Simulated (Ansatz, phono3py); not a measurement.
**Heat carried by phonons in KI (Fm-3m)**

Aim: the lattice thermal conductivity of KI against temperature, and which phonons carry it.

Experimental results on record:
- thermal conductivity 2.6 W/m/K near room temperature (given in “Combining the AFLOW GIBBS and Elastic Libraries to efficiently and robustly screen thermo-mechanical properties of solids”, 2017, arXiv:1611.05714)
- thermal conductivity 2.6 W/m/K near room temperature (given in “Predicting the lattice thermal conductivity of solids by solving the Boltzmann transport equation: AFLOW - AAPL an automated, accurate and efficient framework”, 2017, arXiv:1611.05481)

Calculated with Ansatz 0.2.0; DFT LDA, scalar-relativistic, plane waves, PAW.

## (1) Starting point

Symmetry: Fm-3m, No. 225, cubic system. The conventional cell has a = 7.066 Å, b = 7.066 Å, c = 7.066 Å, α = 90.00°, β = 90.00°, γ = 90.00°. K has 6 I at 3.53 Å nearest. I has 6 K at 3.53 Å nearest. Farther neighbours and most contacts between anions are not listed.

## (2) A first coarse run

A cheap single point shows whether the cell is a metal or an insulator and how far it is from rest; that sets the k-mesh and the occupations of what follows.

Contents of input.yaml:

```yaml
crystal:
  lattice:
    - [0.0, 3.532775, 3.532775]
    - [3.532775, 0.0, 3.532775]
    - [3.532775, 3.532775, 0.0]
  atoms:
    - { symbol: K, position: [0.0, 0.0, 0.0] }
    - { symbol: I, position: [0.5, 0.5, 0.5] }
kpoints:
  mp_grid: { grid: [4, 4, 4] }
hamiltonian:
  xc: lda
scf:
  occupations: { method: gaussian, width: 0.1 }
output:
  forces: true
  stress: true
  eigenvalues: true
```

Command:

```bash
$ ansatz run input.yaml --threads 4 --pin off --max-ram 16384MiB --backend cpu --events-out ev --progress --plain --runs-dir out
```

Numbers of over 12 decimals in the logs are rounded to 6 here.

The program printed:

```text
Engine: ansatz 0.2.0, aarch64-unknown-linux-gnu
Pseudopotentials: kind: paw
Pseudopotential: K, paw, valence charge 9, recommended cutoff 420 eV (normal), K.paw.azcp
Pseudopotential: I, paw, valence charge 17, recommended cutoff 420 eV (normal), I.paw.azcp
Functional definition: SPW92
  exchange = slater_x
  correlation = pw_c
Crystal: 2 atoms, lattice volume = 88.182 Å³
Basis set: ecut = 420 eV, 1759 PW (Γ)
Bands: 17, of which v1, the nominal top of the filled ones, is band 13 counted from 1 (12 counted from 0)
Symmetry: 48 space group operations
Space group: Fm-3m (ITA 225), of the structure as read, at distance tolerance 4.5e-5 Å
k-points: 8 of 64
Non-local potential: K, projectors of the file, l = 0: 3, l = 1: 2, l = 2: 2
Non-local potential: I, projectors of the file, l = 0: 2, l = 1: 2, l = 2: 2, l = 3: 2
PAW form: soft (Blöchl's): semilocal exchange-correlation on the pseudo side does not see the compensation charge
PAW frozen core: K, regenerated for the run's functional, and the local potential with it (the file was generated under x = pbe(κ = 0.804, μ = 0.219515), c = pbe(β = 0.066725))
PAW frozen core: I, regenerated for the run's functional, and the local potential with it (the file was generated under x = pbe(κ = 0.804, μ = 0.219515), c = pbe(β = 0.066725))
PAW one-centre angular grid: K, 110 points (default); XC on 64 Gauss nodes
PAW one-centre angular grid: I, 590 points (default); XC on 64 Gauss nodes
Initial density: superposition of atomic densities (neutral atoms: chi_scale 0, normalization atom), corrected by the library's trained network
Initial wavefunctions: pseudopotential atomic-orbital guess
Functional: x = slater, c = lda
SCF iter   1: F=—  HF=-8855.058116 eV  |F-HF|=—  |Δ(HF+E_count)|=         —  Δρ=4.31e-3  dr2=7.36e-3  ethr=1.77e-3  ⟨swp⟩=6.4  Hψ=763  notcnv=0
preconditioner: auto → none  [insulator: Δε(μ)=3.589 eV  Ē_g=13.460 eV  σ=0.100 eV  W_gap=1.00  n_scr=14 (ndim 8)  ℏωp=14.8 eV  f_vac=0.139  D(μ)=0.00/eV (n_scr^D=0)  ε∞_Penn≈2.2]
SCF iter   2: F=—  HF=-8855.055429 eV  |F-HF|=—  |Δ(HF+E_count)|=   2.69e-3  Δρ=2.15e-3  dr2=1.72e-3  ethr=2.83e-5  ⟨swp⟩=2.0  Hψ=243  notcnv=0
SCF iter   3: F=—  HF=-8855.055400 eV  |F-HF|=—  |Δ(HF+E_count)|=   2.95e-5  Δρ=6.36e-4  dr2=6.39e-4  ethr=6.60e-6  ⟨swp⟩=2.0  Hψ=240  notcnv=0
SCF iter   4: F=—  HF=-8855.055102 eV  |F-HF|=—  |Δ(HF+E_count)|=   2.97e-4  Δρ=1.40e-4  dr2=2.32e-5  ethr=2.46e-6  ⟨swp⟩=3.0  Hψ=240  notcnv=0
SCF iter   5: F=—  HF=-8855.055087 eV  |F-HF|=—  |Δ(HF+E_count)|=   1.49e-5  Δρ=2.57e-5  dr2=7.37e-7  ethr=8.94e-8  ⟨swp⟩=2.0  Hψ=240  notcnv=0
SCF iter   6: F=-8855.055087 eV  HF=-8855.055087 eV  |F-HF|=4.19e-9  |Δ(HF+E_count)|=   3.67e-7  Δρ=4.17e-6  dr2=8.36e-9  ethr=3.85e-10  ⟨swp⟩=7.2  Hψ=690  notcnv=0
SCF 1 converged in 6 iterations: F = -8855.055087 eV  dr2 = 8.36e-9
  greatest PAW one-centre occupation: 1.000 electrons in one spin orbital (limit 2), on the I atom at site 1 (counted from 0), in its partial waves of l = 2
SCF converged after 6 iterations
Free energy (F): -8855.055087 eV
Harris-Foulkes:  -8855.055087 eV  (|F-HF|=4.19e-9)
Internal energy: -8855.055087 eV  (E = F + TS)
E sigma→0 (E₀):  -8855.055087 eV
Fermi energy:    3.803860 eV
--- Per-component energies (eV) ---
  E_band       = -527.480400
  E_kinetic    = 443.126764
  E_local      = -2837.770020  (includes V_loc(G=0)·N_el)
  E_nonlocal   = -69.792785
  E_hartree    = 1340.208690
  E_xc         = -260.082891
  E_vxc        = -291.967389  (∫ρ·V_xc dr)
  E_paw        = -5403.351261  (= ΣΔE_a)
  E_vpaw       = -451.491451  (= ΣTr[D̂ρ^β])
  E_aug_tail   = 0.000059  (compensation charges beyond the density's cutoff)
  E_ewald      = -2068.432357
  E_core_change = 1.038715  (= ΣΔE_core)
  E_smearing   = -0.000000  (= −TS)
  E_closure    = 0.000000  (closes the sum)
  Σ components = -8855.055087   (vs F -8855.055087, Δ=0.00e0)
--- Forces (eV/Å), atoms counted from 1 ---
  atom   1  K     -0.00000000     0.00000000    -0.00000000
  atom   2  I      0.00000000    -0.00000000     0.00000000
  max |Σ_I F_I| component: 5.23e-29 eV/Å
--- Stress (GPa, compression-positive) ---
       -1.306057      -0.000000       0.000000
       -0.000000      -1.306057       0.000000
        0.000000       0.000000      -1.306057
  P = ⅓ Tr σ = -1.3061 GPa (-13.061 kbar)
--- Band table (eV; the first three rows and the last of 8) ---
  k-point 0: bands = [... 9 lower, -8.6159, 1.9998, 1.9998, 1.9998, 5.6049, 8.3004, 8.3004, 8.3004]
  k-point 1: bands = [... 9 lower, -8.4586, 1.1936, 1.8150, 1.8150, 6.7450, 8.3421, 8.9143, 8.9143]
  k-point 2: bands = [... 9 lower, -8.3140, 0.6162, 1.6482, 1.6482, 7.2494, 9.4415, 9.9806, 9.9806]
  k-point 7: bands = [... 9 lower, -8.4050, 1.2421, 1.2421, 1.3710, 8.2401, 8.2401, 8.3955, 9.9118]
```

The job ended after 1 s (4 threads of Arm Neoverse V1, shared host; peak memory 0.31 GiB; 1.7 s of CPU time).

A gap read on the k-mesh alone can miss the band edges.

Numbers from this step:

| Quantity | Value |
| --- | --- |
| pressure | -1.306 GPa |
| gap on the k-mesh | 3.605 eV |
| volume per atom | 44.09 Å³ |

The start is under -1.3 GPa at this level and looks like an insulator or semiconductor on this mesh.

## (3) Finding the static equilibrium

The vibrations must be taken about the equilibrium of this functional, not about the starting cell, so the structure is relaxed.

input.yaml, the sections that differ from step 2:

```yaml
kpoints:
  mp_grid: { grid: [6, 6, 6] }
scf:
  occupations: { method: gaussian, width: 0.02 }
output:
  forces: true
  stress: true
  eigenvalues: true
  write_density: true
  write_potential: true
  elf: true
  volumetric_format: npy
relax:
  adjacent_minimum: "off"
  f_tol: 0.005
  max_steps: 80
  cell: { stress_tol: 0.05 }
# crystal, hamiltonian: as in step 2
```

The program printed:

```text
[...]
Crystal: 2 atoms, lattice volume = 88.182 Å³
Basis set: ecut = 420 eV, 1759 PW (Γ)
Bands: 17, of which v1, the nominal top of the filled ones, is band 13 counted from 1 (12 counted from 0)
Symmetry: 48 space group operations
[...]
k-points: 16 of 216
[...]
SCF iter   1: F=—  HF=-8855.059262 eV  |F-HF|=—  |Δ(HF+E_count)|=         —  Δρ=4.31e-3  dr2=7.75e-3  ethr=1.77e-3  ⟨swp⟩=6.9  Hψ=1633  notcnv=0
[...]
SCF iter   6: F=-8855.056220 eV  HF=-8855.056220 eV  |F-HF|=1.46e-10  |Δ(HF+E_count)|=   1.33e-7  Δρ=2.18e-6  dr2=1.11e-9  ethr=3.85e-10  ⟨swp⟩=10.5  Hψ=2044  notcnv=0
SCF 1 converged in 6 iterations: F = -8855.056220 eV  dr2 = 1.11e-9
[...]
relax step   1: F+E_penalty+E_count = -8855.05622008 eV  Δ(F+E_penalty+E_count) = +0.000e0 eV  max|allowed force component| = 4.247e-29 eV/Å  Δτ_max = 0.0000 Å  P = -1.314 GPa  Ω = 88.182 Å³  (6 SCF iters, dr2 threshold 1.00e-7 eV, accepted)
Crystal: 2 atoms, lattice volume = 84.449 Å³
Basis set: ecut = 420 eV, 1639 PW (Γ)
[...]
iter 1 solved again at ethr=1.13e-5 eV; its pass at ethr=3.10e-3 eV (dr2=2.94e-3 eV) is discarded
[...]
SCF iter   5: F=-8855.082313 eV  HF=-8855.082313 eV  |F-HF|=2.07e-8  |Δ(HF+E_count)|=   5.87e-7  Δρ=8.23e-6  dr2=5.23e-8  ethr=7.69e-10  ⟨swp⟩=8.8  Hψ=2104  notcnv=0
SCF 2 converged in 5 iterations: F = -8855.082313 eV  dr2 = 5.23e-8
relax step   2: F+E_penalty+E_count = -8855.08231257 eV  Δ(F+E_penalty+E_count) = -2.609e-2 eV  max|allowed force component| = 9.466e-30 eV/Å  Δτ_max = 0.0000 Å  P = -0.873 GPa  Ω = 84.449 Å³  energy of the carried Pulay correction = +3.668e-4 eV  (5 SCF iters, dr2 threshold 2.00e-7 eV, accepted)
Crystal: 2 atoms, lattice volume = 77.921 Å³
Basis set: ecut = 420 eV, 1471 PW (Γ)
[...]
SCF iter   5: F=-8855.097018 eV  HF=-8855.097018 eV  |F-HF|=4.22e-8  |Δ(HF+E_count)|=   1.60e-6  Δρ=1.40e-5  dr2=1.40e-7  ethr=7.69e-10  ⟨swp⟩=9.3  Hψ=2199  notcnv=0
SCF 3 converged in 5 iterations: F = -8855.097018 eV  dr2 = 1.40e-7
relax step   3: F+E_penalty+E_count = -8855.09701786 eV  Δ(F+E_penalty+E_count) = -1.471e-2 eV  max|allowed force component| = 7.757e-29 eV/Å  Δτ_max = 0.0000 Å  P = +0.279 GPa  Ω = 77.921 Å³  energy of the carried Pulay correction = +1.048e-3 eV  (5 SCF iters, dr2 threshold 2.00e-7 eV, accepted)
[...]
relax step   4: F+E_penalty+E_count = -8855.09796327 eV  Δ(F+E_penalty+E_count) = -9.454e-4 eV  max|allowed force component| = 1.657e-29 eV/Å  Δτ_max = 0.0000 Å  P = -0.035 GPa  Ω = 79.408 Å³  energy of the carried Pulay correction = +8.882e-4 eV  (5 SCF iters, dr2 threshold 1.95e-7 eV, accepted)
[...]
SCF iter   5: F=-8855.097118 eV  HF=-8855.097118 eV  |F-HF|=5.46e-12  |Δ(HF+E_count)|=  8.91e-11  Δρ=1.19e-7  dr2=5.10e-12  ethr=1.00e-12  ⟨swp⟩=5.2  Hψ=1506  notcnv=0
SCF 5 converged in 5 iterations: F = -8855.097118 eV  dr2 = 5.10e-12
relax step   5: F+E_penalty+E_count = -8855.09711844 eV  Δ(F+E_penalty+E_count) = +8.448e-4 eV  max|allowed force component| = 2.409e-29 eV/Å  Δτ_max = 0.0000 Å  P = -0.038 GPa  Ω = 79.408 Å³  stress off target by 3.84e-2 GPa  SCF on the basis re-selected at this cell (its energy is not comparable with the rows above)  (5 SCF iters)
basis re-selected at this cell: Δ(F+E_penalty+E_count) = +8.448e-4 eV, ΔP = -0.003 GPa vs the last step (what re-selecting the basis moved, of the pressure what is left beyond the Pulay correction that the steps carried, after the strain that the cell walked since its last selection, with what the two solves' SCF thresholds leave and, on support functions, any second-order correction that the steps lacked; it is no m [...]
SCF converged after 5 iterations
Free energy (F): -8855.097118 eV
[...]
Internal energy: -8855.097118 eV  (E = F + TS)
E sigma→0 (E₀):  -8855.097118 eV
Fermi energy:    4.810176 eV
[...]
--- Stress (GPa, compression-positive) ---
       -0.038388       0.000000       0.000000
       -0.000000      -0.038388      -0.000000
       -0.000000      -0.000000      -0.038388
  P = ⅓ Tr σ = -0.0384 GPa (-0.384 kbar)
--- Band table (eV; the first three rows and the last of 16) ---
  k-point 0: bands = [... 9 lower, -7.9116, 2.8787, 2.8787, 2.8787, 6.7415, 9.1180, 9.1180, 9.1180]
  k-point 1: bands = [... 9 lower, -7.7683, 2.3414, 2.7541, 2.7541, 7.4447, 9.0654, 9.4424, 9.4424]
  k-point 2: bands = [... 9 lower, -7.5280, 1.5541, 2.5282, 2.5282, 8.1001, 9.9320, 10.2473, 10.2473]
  k-point 15: bands = [... 9 lower, -7.6210, 1.8190, 2.1883, 2.1888, 8.2396, 9.3052, 10.2348, 11.3240]
--- Relaxed structure (4 steps of the walk, 4 accepted, 1 SCFs on fresh bases) ---
  F+E_penalty+E_count = -8855.09711844 eV   max|allowed force component| = 2.409e-29 eV/Å   (the final SCF, on the basis selected at the relaxed cell)
  cell:  # Å, volume = 79.4081 Å³
    - [0, 3.411496, 3.411496]
    - [3.411496, 0, 3.411496]
    - [3.411496, 3.411496, 0]
  atoms:
    - { symbol: K, position: [0, 0, 0] }
    - { symbol: I, position: [0.5, 0.5, 0.5] }
```

It took 3.1 s on 4 threads; peak memory 0.35 GiB; 9.9 s of CPU time.

The steps of the relaxation:

| step | energy less that of the first step (eV) | largest force component (eV/Å) | pressure (GPa) | volume (Å³) |
| --- | --- | --- | --- | --- |
| 1 | 0.0000 | 0.0000 | -1.31 | 88.18 |
| 2 | -0.0261 | 0.0000 | -0.87 | 84.45 |
| 3 | -0.0408 | 0.0000 | 0.28 | 77.92 |
| 4 | -0.0417 | 0.0000 | -0.04 | 79.41 |
| 5* | -0.0409 | 0.0000 | -0.04 | 79.41 |

Relaxation steps marked * repeat the geometry before them on a plane-wave basis chosen anew for their cell, so energy and pressure can jump there.

Forces are held to the 48 operations that the run works with; a distortion that breaks them can't arise in this run.

| conventional cell, symmetrised | before | after | change |
| --- | --- | --- | --- |
| a (Å) | 7.066 | 6.823 | -3.4 % |
| b (Å) | 7.066 | 6.823 | -3.4 % |
| c (Å) | 7.066 | 6.823 | -3.4 % |
| volume (Å³/atom) | 44.09 | 39.70 | -9.9 % |

Final coordinates:

```xyz
2
Lattice="0.0000 3.4115 3.4115 3.4115 0.0000 3.4115 3.4115 3.4115 0.0000" Properties=species:S:1:pos:R:3 pbc="T T T"
K     0.0000    0.0000    0.0000
I     3.4115    3.4115    3.4115
```

This step gave:

* pressure: -0.03839 GPa
* gap on the k-mesh: 3.863 eV
* volume per atom: 39.70 Å³

ELF in the ac plane of the conventional cell at fractional y = 0.000, with atoms of K and I within 0.2 Å of it. It is the smooth field of the valence electrons, not physical close to the nuclei.

Values, 10 rows by 16 columns, each cell a mean:
```
0.81 0.83 0.49 0.09 0.47 0.74 0.61 0.40 0.37 0.54 0.71 0.65 0.16 0.27 0.76 0.82
0.42 0.29 0.09 0.04 0.29 0.64 0.72 0.71 0.70 0.72 0.70 0.44 0.09 0.05 0.22 0.39
0.42 0.40 0.31 0.13 0.06 0.14 0.22 0.26 0.26 0.24 0.17 0.07 0.07 0.24 0.37 0.41
0.66 0.70 0.73 0.53 0.11 0.07 0.36 0.58 0.61 0.47 0.17 0.05 0.35 0.71 0.73 0.67
0.32 0.48 0.69 0.66 0.16 0.31 0.81 0.81 0.75 0.84 0.55 0.10 0.48 0.73 0.58 0.34
0.37 0.54 0.71 0.65 0.16 0.27 0.76 0.82 0.81 0.83 0.49 0.09 0.47 0.74 0.61 0.40
0.70 0.72 0.70 0.44 0.09 0.05 0.22 0.39 0.42 0.29 0.09 0.04 0.29 0.64 0.72 0.71
0.26 0.24 0.17 0.07 0.07 0.24 0.37 0.41 0.42 0.40 0.31 0.13 0.06 0.14 0.22 0.26
0.61 0.47 0.17 0.05 0.35 0.71 0.73 0.67 0.66 0.70 0.73 0.53 0.11 0.07 0.36 0.58
0.75 0.84 0.55 0.10 0.48 0.73 0.58 0.34 0.32 0.48 0.69 0.66 0.16 0.31 0.81 0.81
```
Columns run along a (6.8 Å), rows up along c (6.8 Å), edges of the conventional cell, whose origin can differ from the input's. Atoms in or near the plane, at fractional coordinates: K at (0.00, 0.00), K at (0.50, 0.50), I at (0.50, 0.00), I at (0.00, 0.50).

Valence density in the ac plane of the conventional cell at fractional y = 0.000, with atoms of K and I within 0.2 Å of it. It is the smooth field of the valence electrons, not physical close to the nuclei.

Ten steps, logarithmic in the rise over the least value, from '0' (0 e/Å³) to '9' (17 e/Å³), each cell a mean:
```
6641012479863100256
5420002356642100135
3210001233321000012
0000000112110000000
0000000000000000000
1110000000000000011
3321000122210000123
6531000245531001246
9742101466652001368
9842101467652002369
8632101356642001357
4321000134421001234
2210000011100000122
1100000000000000001
0000000011100000000
1100000122211000001
4310001234432100124
6531012368753100246
7641012489963100356
```
Columns run along a (6.8 Å), rows up along c (6.8 Å), edges of the conventional cell, whose origin can differ from the input's. Atoms in or near the plane, at fractional coordinates: K at (0.00, 0.00), K at (0.50, 0.50), I at (0.50, 0.00), I at (0.00, 0.50).

Electrostatic potential energy in the ac plane of the conventional cell at fractional y = 0.000, with atoms of K and I within 0.2 Å of it. With pseudopotentials it is smooth inside the atoms' cores, unlike the true potential.

Ten even steps from '0' (-38 eV) to '9' (8 eV), each cell a mean:
```
0158998579956999730
2479998656557999863
7899999876679999987
9999999998999999999
9999999999999999999
9999999999999999999
6789999987789999976
6568999742368999755
9758998510037999659
9857998500027998669
8658998620148999757
5579999865579999865
7899999988899999988
9999999999999999999
9999999999999999999
8899999987889999998
5689999755568999975
0268998568757999841
0058997589966999720
```
Columns run along a (6.8 Å; values clipped at the 3rd and 97th percentile), rows up along c (6.8 Å), edges of the conventional cell, whose origin can differ from the input's. Atoms in or near the plane, at fractional coordinates: K at (0.00, 0.00), K at (0.50, 0.50), I at (0.50, 0.00), I at (0.00, 0.50).

The relaxation ends with a pressure of -0.04 GPa.

[end of part 1 of 4]

[Logs are printed without paths, hosts, clocks, repeated set-up lines and the standing remarks that a program may print on its own settings, such as how far it seeks lower states.]

[Hosts, paths, dates, database ids (printed as entryN), source tags and the programs' standing remarks are cut or masked in the printed files.]

[A step with changed settings may run another functional than the one named; its input shows which.]
